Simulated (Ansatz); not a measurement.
# KZnIF2 (built on the sites of a database entry of KZnF3): a soft mode frozen in, part 2 of 2

Wanted: the energy along a soft mode of KZnIF2 (built on the sites of a database entry of KZnF3) and the structure at the end.

Ansatz 0.2.0; DFT PBEsol, scalar-relativistic, plane waves, PAW.

So far, highest frequency on the path or at a solved wavevector (cm⁻¹): step 2 (phonons on a q mesh) 288. Also lowest frequency on the path (cm⁻¹): step 2 -189.

The structure was built from a prototype and need not be the compound's stable phase.

## 4. The mode frozen in, largest atomic shift 0.22 Å

The atoms are moved along the unstable eigenvector, the largest shift by 0.22 Å, with the cell fixed.

input.yaml reads:

```yaml
crystal:
  lattice:
    - [0.0, 5.3225750611, 0.0]
    - [4.3820292971, 0.0, 4.3820292971]
    - [4.3820292971, 0.0, -4.3820292971]
  atoms:
    - { symbol: K, position: [0.0, 0.5, 0.5] }
    - { symbol: K, position: [0.0, 0.0, 0.0] }
    - { symbol: Zn, position: [0.5, 0.5, 0.0] }
    - { symbol: Zn, position: [0.5, 0.0, 0.5] }
    - { symbol: F, position: [0.5, 0.224897475, 0.275102525] }
    - { symbol: F, position: [0.5, 0.775102525, 0.724897475] }
    - { symbol: F, position: [0.5, 0.275102525, 0.775102525] }
    - { symbol: F, position: [0.5, 0.724897475, 0.224897475] }
    - { symbol: I, position: [0.0, 0.5, 0.0] }
    - { symbol: I, position: [0.0, 0.0, 0.5] }
kpoints:
  mp_grid: { grid: [4, 4, 4] }
hamiltonian:
  xc: pbesol
scf:
  occupations: { method: gaussian, width: 0.02 }
output:
  forces: true
  stress: true
  eigenvalues: true
```

The run is started by

```console
$ ansatz run input.yaml --threads 8 --pin off --max-ram 14336MiB --backend cpu --events-out ev --progress --plain --runs-dir out
```

Numbers of over 12 decimals in the logs are rounded to 6 here.

What it wrote:

```text
[...]
Crystal: 10 atoms, lattice volume = 204.410 Å³
Basis set: ecut = 420 eV, 4029 PW (Γ), exchange–correlation on 72×90×90 points (8 copies of the dense FFT grid, shifted against one another)
Bands: 63, of which v1, the nominal top of the filled ones, is band 52 counted from 1 (51 counted from 0)
Symmetry: 16 space group operations
[...]
k-points: 18 of 64
[...]
k-point 0: bands = [... 48 lower, 3.1851, 3.6841, 4.1433, 4.1433, 6.5380, 9.4781, 9.7126, 10.3713, ... 4 higher]
  k-point 1: bands = [... 48 lower, 3.3594, 3.5992, 3.6488, 3.9603, 6.9795, 9.1463, 10.1244, 10.9136, ... 4 higher]
  k-point 2: bands = [... 48 lower, 3.3645, 3.3645, 3.6251, 3.6251, 8.0105, 8.0105, 11.5382, 11.5382, ... 4 higher]
  k-point 17: bands = [... 48 lower, 3.6854, 3.6854, 4.1082, 4.1082, 10.3540, 10.3540, 11.4066, 11.4066, ... 4 higher]
[key lines of the parts left out:]
SCF converged after 8 iterations
Free energy (F): -27666.223009 eV
Fermi energy:    5.484868 eV
P = ⅓ Tr σ = 1.8841 GPa (18.841 kbar)
```

Run time: 1.9 s. Hardware: 8 threads of Arm Neoverse V2, shared host; peak memory 0.94 GiB; 13 s of CPU time.

This step gave:

```
pressure                         : 1.884 GPa
gap on the k-mesh                : 2.106 eV
energy from the undistorted cell : -15.58 meV/atom
```

The energy, extrapolated to zero smearing, is -15.58 meV/atom against the undistorted cell.

The run ends at a pressure of 1.88 GPa, with forces up to 0.17 eV/Å.

## 5. Energy along the mode, all amplitudes (two of the runs are shown above)

An imaginary frequency means negative curvature, so the energy should fall and then rise again as anharmonic terms take over.

Numbers from this step:

```yaml
depth_at_the_lowest_point_sampled: 15.58 meV/atom
largest_atomic_shift_at_that_point: 0.22 Å
```

Table of energy from the parent by largest atomic shift:

```
largest atomic shift (Å)  energy from the parent (meV/atom)
                   0.000                                  0
                   0.040                             -0.774
                   0.080                              -2.99
                   0.140                              -8.25
                   0.220                              -15.6
                   0.320                              -14.0
                   0.450                               44.2
```

Displacement at unit largest shift by atom:

```
atom  x (Å)  y (Å)  z (Å)  size
  K1   0.00   0.00   0.00  0.00
  K2   0.00   0.00   0.00  0.00
 Zn3   0.00   0.00   0.00  0.00
 Zn4   0.00   0.00   0.00  0.00
  F5   0.00   0.00  -1.00  1.00
  F6   0.00   0.00   1.00  1.00
  F7   1.00   0.00   0.00  1.00
  F8  -1.00   0.00   0.00  1.00
  I9   0.00   0.00   0.00  0.00
 I10   0.00   0.00   0.00  0.00
```

The lowest of the steps tried is at 0.22 Å, 15.6 meV/atom below the parent; the bottom of the well need not coincide with a step.

## 6. Relaxation from the frozen mode

Starting from the lowest point found, all atoms and the cell are let go, so that strain and other modes of the same symmetry can join in.

input.yaml, as its differences from that of step 4:

```diff
@@ -21,3 +21,3 @@
 scf:
-  occupations: { method: gaussian, width: 0.02 }
+  occupations: { method: fixed }
 output:
@@ -26 +26,6 @@
   eigenvalues: true
+relax:
+  adjacent_minimum: "off"
+  f_tol: 0.002
+  max_steps: 120
+  cell: { stress_tol: 0.03 }
```

What it wrote:

```text
[...]
Crystal: 10 atoms, lattice volume = 204.410 Å³
Basis set: ecut = 420 eV, 4029 PW (Γ), exchange–correlation on 72×90×90 points (8 copies of the dense FFT grid, shifted against one another)
Bands: 63, of which v1, the nominal top of the filled ones, is band 52 counted from 1 (51 counted from 0)
Symmetry: 16 space group operations
[...]
k-points: 18 of 64
[...]
SCF iter   1: F=—  HF=-27666.258448 eV  |F-HF|=—  |Δ(HF+E_count)|=         —  Δρ=9.76e-3  dr2=1.22e-1  ethr=1.77e-3  ⟨swp⟩=5.6  Hψ=4139  notcnv=0  defer=151
[...]
SCF iter   8: F=-27666.223009 eV  HF=-27666.223009 eV  |F-HF|=2.56e-9  |Δ(HF+E_count)|=   6.66e-8  Δρ=5.24e-6  dr2=5.71e-8  ethr=9.62e-11  ⟨swp⟩=16.1  Hψ=7765  notcnv=0
SCF 1 converged in 8 iterations: F = -27666.223009 eV  dr2 = 5.71e-8
[...]
relax step   1: F+E_penalty+E_count = -27666.22300916 eV  Δ(F+E_penalty+E_count) = +0.000e0 eV  max|allowed force component| = 1.720e-1 eV/Å  Δτ_max = 0.0000 Å  P = +1.884 GPa  Ω = 204.410 Å³  (8 SCF iters, dr2 threshold 1.00e-7 eV, accepted)
Crystal: 10 atoms, lattice volume = 214.266 Å³
Basis set: ecut = 420 eV, 4159 PW (Γ), exchange–correlation on 72×90×90 points (8 copies of the dense FFT grid, shifted against one another)
[...]
iter 1 solved again at ethr=9.10e-5 eV; its pass at ethr=3.10e-3 eV (dr2=9.46e-2 eV) is discarded
[...]
SCF iter   8: F=-27666.288990 eV  HF=-27666.288990 eV  |F-HF|=1.73e-7  |Δ(HF+E_count)|=   1.12e-6  Δρ=5.19e-6  dr2=9.95e-8  ethr=9.62e-10  ⟨swp⟩=13.5  Hψ=6510  notcnv=0
SCF 2 converged in 8 iterations: F = -27666.288990 eV  dr2 = 9.95e-8
[...]
relax step   2: F+E_penalty+E_count = -27666.28899022 eV  Δ(F+E_penalty+E_count) = -6.598e-2 eV  max|allowed force component| = 3.704e-1 eV/Å  Δτ_max = 0.0289 Å  P = -0.112 GPa  Ω = 214.266 Å³  energy of the carried Pulay correction = -1.785e-2 eV  (8 SCF iters, dr2 threshold 1.00e-6 eV, accepted)
Crystal: 10 atoms, lattice volume = 220.624 Å³
Basis set: ecut = 420 eV, 4303 PW (Γ), exchange–correlation on 72×90×90 points (8 copies of the dense FFT grid, shifted against one another)
[...]
SCF iter   7: F=-27666.343180 eV  HF=-27666.343180 eV  |F-HF|=2.72e-7  |Δ(HF+E_count)|=   2.22e-6  Δρ=1.45e-5  dr2=4.88e-7  ethr=9.62e-10  ⟨swp⟩=12.9  Hψ=7390  notcnv=0
SCF 3 converged in 7 iterations: F = -27666.343180 eV  dr2 = 4.88e-7
relax step   3: F+E_penalty+E_count = -27666.34318044 eV  Δ(F+E_penalty+E_count) = -5.419e-2 eV  max|allowed force component| = 3.976e-1 eV/Å  Δτ_max = 0.0514 Å  P = -0.591 GPa  Ω = 220.624 Å³  energy of the carried Pulay correction = -2.892e-2 eV  (7 SCF iters, dr2 threshold 1.00e-6 eV, accepted)
[... from here on, the SCF cycles and remarks between the steps are left out ...]
relax step   4: F+E_penalty+E_count = -27666.31669363 eV  Δ(F+E_penalty+E_count) = +2.649e-2 eV  max|allowed force component| = 7.636e-1 eV/Å  Δτ_max = 0.1939 Å  P = +1.430 GPa  Ω = 235.805 Å³  energy of the carried Pulay correction = -5.408e-2 eV  (8 SCF iters, dr2 threshold 1.00e-6 eV, rejected (line search))
relax step   5: F+E_penalty+E_count = -27666.40687768 eV  Δ(F+E_penalty+E_count) = -6.370e-2 eV  max|allowed force component| = 2.173e-1 eV/Å  Δτ_max = 0.0693 Å  P = -0.299 GPa  Ω = 226.565 Å³  energy of the carried Pulay correction = -3.898e-2 eV  (11 SCF iters, accepted)
relax step   6: F+E_penalty+E_count = -27666.41759488 eV  Δ(F+E_penalty+E_count) = -1.072e-2 eV  max|allowed force component| = 1.045e-2 eV/Å  Δτ_max = 0.0436 Å  P = -0.018 GPa  Ω = 230.759 Å³  energy of the carried Pulay correction = -4.592e-2 eV  (7 SCF iters, dr2 threshold 1.00e-6 eV, accepted)
relax step   7: F+E_penalty+E_count = -27666.41731034 eV  Δ(F+E_penalty+E_count) = +2.845e-4 eV  max|allowed force component| = 4.004e-4 eV/Å  Δτ_max = 0.0021 Å  P = -0.004 GPa  Ω = 230.950 Å³  energy of the carried Pulay correction = -4.623e-2 eV  (7 SCF iters, dr2 threshold 6.83e-9 eV, accepted)
relax step   8: F+E_penalty+E_count = -27666.50794341 eV  Δ(F+E_penalty+E_count) = -9.063e-2 eV  max|allowed force component| = 7.268e-3 eV/Å  Δτ_max = 0.0000 Å  P = +0.622 GPa  Ω = 230.950 Å³  stress off target by 6.34e-1 GPa  SCF on the basis re-selected at this cell (its energy is not comparable with the rows above)  (10 SCF iters)
relax step   9: F+E_penalty+E_count = -27666.51323013 eV  Δ(F+E_penalty+E_count) = -5.287e-3 eV  max|allowed force component| = 1.885e-4 eV/Å  Δτ_max = 0.0240 Å  P = +0.256 GPa  Ω = 236.826 Å³  energy of the carried Pulay correction = -1.032e-2 eV  (7 SCF iters, dr2 threshold 1.00e-6 eV, accepted)
relax step  10: F+E_penalty+E_count = -27666.50759563 eV  Δ(F+E_penalty+E_count) = +5.635e-3 eV  max|allowed force component| = 1.318e-2 eV/Å  Δτ_max = 0.0187 Å  P = +0.048 GPa  Ω = 241.337 Å³  energy of the carried Pulay correction = -1.967e-2 eV  (8 SCF iters, dr2 threshold 1.67e-7 eV, accepted)
relax step  11: F+E_penalty+E_count = -27666.50699581 eV  Δ(F+E_penalty+E_count) = +5.998e-4 eV  max|allowed force component| = 6.862e-3 eV/Å  Δτ_max = 0.0006 Å  P = -0.017 GPa  Ω = 241.625 Å³  energy of the carried Pulay correction = -2.030e-2 eV  (6 SCF iters, dr2 threshold 1.09e-8 eV, accepted)
relax step  12: F+E_penalty+E_count = -27666.50701866 eV  Δ(F+E_penalty+E_count) = -2.285e-5 eV  max|allowed force component| = 3.213e-4 eV/Å  Δτ_max = 0.0006 Å  P = +0.001 GPa  Ω = 241.618 Å³  energy of the carried Pulay correction = -2.029e-2 eV  (6 SCF iters, dr2 threshold 2.94e-9 eV, accepted)
relax step  13: F+E_penalty+E_count = -27666.52846410 eV  Δ(F+E_penalty+E_count) = -2.145e-2 eV  max|allowed force component| = 2.005e-3 eV/Å  Δτ_max = 0.0000 Å  P = +0.040 GPa  Ω = 241.618 Å³  stress off target by 4.17e-2 GPa  SCF on the basis re-selected at this cell (its energy is not comparable with the rows above)  (9 SCF iters)
relax step  14: F+E_penalty+E_count = -27666.52746145 eV  Δ(F+E_penalty+E_count) = +1.003e-3 eV  max|allowed force component| = 2.655e-4 eV/Å  Δτ_max = 0.0025 Å  P = +0.002 GPa  Ω = 242.326 Å³  energy of the carried Pulay correction = -1.083e-3 eV  (8 SCF iters, dr2 threshold 4.34e-9 eV, accepted)
[...]
SCF iter   7: F=-27666.528627 eV  HF=-27666.528627 eV  |F-HF|=1.02e-10  |Δ(HF+E_count)|=   2.98e-9  Δρ=7.44e-8  dr2=1.29e-11  ethr=1.00e-12  ⟨swp⟩=16.1  Hψ=7966  notcnv=0
SCF 15 converged in 7 iterations: F = -27666.528627 eV  dr2 = 1.29e-11
relax step  15: F+E_penalty+E_count = -27666.52862735 eV  Δ(F+E_penalty+E_count) = -1.166e-3 eV  max|allowed force component| = 3.261e-4 eV/Å  Δτ_max = 0.0000 Å  P = +0.003 GPa  Ω = 242.326 Å³  stress off target by 5.19e-3 GPa  SCF on the basis re-selected at this cell (its energy is not comparable with the rows above)  (7 SCF iters)
[...]
SCF converged after 7 iterations
Free energy (F): -27666.528627 eV
[...]
Internal energy: -27666.528627 eV  (E = F + TS)
E sigma→0 (E₀):  -27666.528627 eV
Fermi energy:    2.843894 eV
[...]
--- Forces (eV/Å), atoms counted from 1 ---
  atom   1  K      0.00000000     0.00000000    -0.00000000
  atom   2  K      0.00000000     0.00000000    -0.00000000
  atom   3  Zn     0.00000000     0.00000000    -0.00000000
  atom   4  Zn     0.00000000    -0.00000000     0.00000000
  atom   5  F      0.00000000     0.00000000     0.00032606
  atom   6  F     -0.00000000    -0.00000000    -0.00032606
  atom   7  F     -0.00032606    -0.00000000    -0.00000000
  atom   8  F      0.00032606     0.00000000     0.00000000
  atom   9  I      0.00000000     0.00000000     0.00000000
  atom  10  I      0.00000000    -0.00000000     0.00000000
  max |Σ_I F_I| component: 1.08e-19 eV/Å
--- Stress (GPa, compression-positive) ---
        0.001903      -0.000000      -0.000000
       -0.000000       0.005185       0.000000
       -0.000000       0.000000       0.001903
  P = ⅓ Tr σ = 0.0030 GPa (0.030 kbar)
--- Band table (eV; the first three rows and the last of 18) ---
  k-point 0: bands = [... 48 lower, 1.7625, 2.1461, 2.4457, 2.4457, 5.5354, 7.9433, 8.2011, 8.3137, ... 7 higher]
  k-point 1: bands = [... 48 lower, 1.8323, 2.0991, 2.1161, 2.3121, 5.8564, 7.5061, 8.7012, 8.7823, ... 7 higher]
  k-point 2: bands = [... 48 lower, 1.9765, 1.9765, 2.0439, 2.0439, 6.6257, 6.6257, 9.3836, 9.3836, ... 7 higher]
  k-point 17: bands = [... 48 lower, 2.2885, 2.2885, 2.6313, 2.6313, 8.4001, 8.4001, 9.2839, 9.2839, ... 7 higher]
--- Relaxed structure (12 steps of the walk, 11 accepted, 3 SCFs on fresh bases) ---
  F+E_penalty+E_count = -27666.52862735 eV   max|allowed force component| = 3.261e-4 eV/Å   (the final SCF, on the basis selected at the relaxed cell)
  cell:  # Å, volume = 242.3264 Å³
    - [0, 5.580892, 0]
    - [4.659439, 0, 4.659439]
    - [4.659439, 0, -4.659439]
  atoms:
    - { symbol: K, position: [0, 0.5, 0.5] }
    - { symbol: K, position: [0, 0, -1.8803928390763986e-19] }
    - { symbol: Zn, position: [0.5, 0.5, 0.0] }
    - { symbol: Zn, position: [0.5, 0.0, 0.5] }
    - { symbol: F, position: [0.5, 0.197452, 0.302548] }
    - { symbol: F, position: [0.5, 0.802548, 0.697452] }
    - { symbol: F, position: [0.5, 0.302548, 0.802548] }
    - { symbol: F, position: [0.5, 0.697452, 0.197452] }
    - { symbol: I, position: [0, 0.5, 0.0] }
    - { symbol: I, position: [0, 0.0, 0.5] }
```

Run time: 34 s. Hardware: 8 threads; peak memory 1.1 GiB; 4.1 min of CPU time.

The steps of the relaxation:

```
step  energy less that of the first step (eV)  largest force component (eV/Å)  pressure (GPa)  volume (Å³)
   1                                   0.0000                          0.1720            1.88       204.41
   2                                  -0.0660                          0.3704           -0.11       214.27
   3                                  -0.1202                          0.3976           -0.59       220.62
   4                                  -0.0937                          0.7636            1.43       235.81
   5                                  -0.1839                          0.2173           -0.30       226.56
   6                                  -0.1946                          0.0104           -0.02       230.76
   7                                  -0.1943                          0.0004            0.00       230.95
  8*                                  -0.2849                          0.0073            0.62       230.95
   9                                  -0.2902                          0.0002            0.26       236.83
  10                                  -0.2846                          0.0132            0.05       241.34
  11                                  -0.2840                          0.0069           -0.02       241.63
  12                                  -0.2840                          0.0003            0.00       241.62
 13*                                  -0.3055                          0.0020            0.04       241.62
  14                                  -0.3045                          0.0003            0.00       242.33
 15*                                  -0.3056                          0.0003            0.00       242.33
```

Relaxation steps marked * repeat the geometry before them on a plane-wave basis chosen anew for their cell, so energy and pressure can jump there. Relaxation step 4 was tried and not accepted.

The run keeps the 16 symmetry operations that it works with, so distortions that break them were not tested.

```
     cell as run  before  after   change
           a (Å)   5.323  5.581   +4.9 %
           b (Å)   6.197  6.589   +6.3 %
           c (Å)   6.197  6.589   +6.3 %
volume (Å³/atom)   20.44  24.23  +18.5 %
```

The atoms that moved most (Å, as changes of fractional coordinates times the final cell):

```
atom      dx     dy      dz  length
  F5   0.000  0.000  -0.256   0.256
  F6   0.000  0.000   0.256   0.256
  F8  -0.256  0.000   0.000   0.256
  F7   0.256  0.000   0.000   0.256
```

Final coordinates:

```xyz
10
Lattice="0.0000 5.5809 0.0000 4.6594 0.0000 4.6594 4.6594 0.0000 -4.6594" Properties=species:S:1:pos:R:3 pbc="T T T"
K     4.6594    0.0000    0.0000
K     0.0000    0.0000    0.0000
Zn    2.3297    2.7904    2.3297
Zn    2.3297    2.7904   -2.3297
F     2.3297    2.7904   -0.4897
F     6.9892    2.7904    0.4897
F     5.1491    2.7904   -2.3297
F     4.1698    2.7904    2.3297
I     2.3297    0.0000    2.3297
I     2.3297    0.0000   -2.3297
```

Numbers from this step:

- pressure: 0.002997 GPa
- gap on the k-mesh: 2.691 eV
- volume per atom: 24.23 Å³

The distorted start has space group P4/mbm; the relaxation ends in P4/mbm.

## 7. The phases reached

The phases reached along the modes that were followed are set side by side.

Energies are those of the first relaxation, on the mesh of the frozen mode; space group, volume and gap are those of the last relaxation. Phases, by row:

```
                   mode frozen in  space group  energy from parent (meV/atom)  volume (Å³/atom)  gap on mesh (eV)  lowest zone-centre optical mode (cm⁻¹)  largest shift (Å)
                           parent       P4/mmm                              0             20.44             1.677                                       –                  –
q = (-0.5, -0.5, -0.5), 189i cm⁻¹       I4/mcm                         -46.98             24.22             2.692                                       –              0.491
   q = (-0.5, 0, -0.5), 187i cm⁻¹       P4/mbm                         -46.15             24.23             2.691                                       –               0.49
```

## 8. Summary of results

```json
{
 "unstable mode of the parent": "q = (-0.5, 0, -0.5), 187i cm⁻¹",
 "depth at the lowest point sampled": "15.6 meV/atom",
 "largest atomic shift at that point": "0.22 Å",
 "space group reached (within 0.01 Å)": "P4/mbm",
 "energy gained over the parent (first relaxation, on the mesh of the frozen mode)": "46.1 meV/atom",
 "volume per atom, phase reached": "24.2 Å³",
 "gap on the k-mesh, phase reached": "2.69 eV"
}
```

In words: Along this mode the structure falls into P4/mbm, 46.1 meV/atom below the parent. At the parent's cell the well is 15.58 meV/atom deep on the steps tried, with its lowest point at a shift of 0.22 Å. Relaxing atoms and cell changes the gain by +30.56 meV/atom against the lowest step (energies at zero smearing). Most of the total comes from this relaxation. The modes of the phase reached were not computed on this path. Of the 2 patterns followed to their end from this parent, this one ends 0.836 meV/atom above the lowest, I4/mcm. Another end point lies within 1 meV/atom; how such a difference moves with mesh and cutoff was not tested. Each path keeps the symmetry of its pattern, so a lower phase may lie along a pattern not tried. The q mesh stands for a supercell only 8.8 Å across, so branches between the solved wavevectors are rough. The volume moved by more than a tenth on the k mesh of the start, so the energy gain is rough. Spin-orbit coupling is left out, which can matter for the heavy elements here. The starting cell was built on a prototype and not taken from a measurement, so the phase need not exist.

[Logs are printed without paths, hosts, clocks, repeated set-up lines and the standing remarks that a program may print on its own settings, such as how far it seeks lower states.]

[Hosts, paths, dates, database ids (printed as entryN), source tags and the programs' standing remarks are cut or masked in the printed files.]
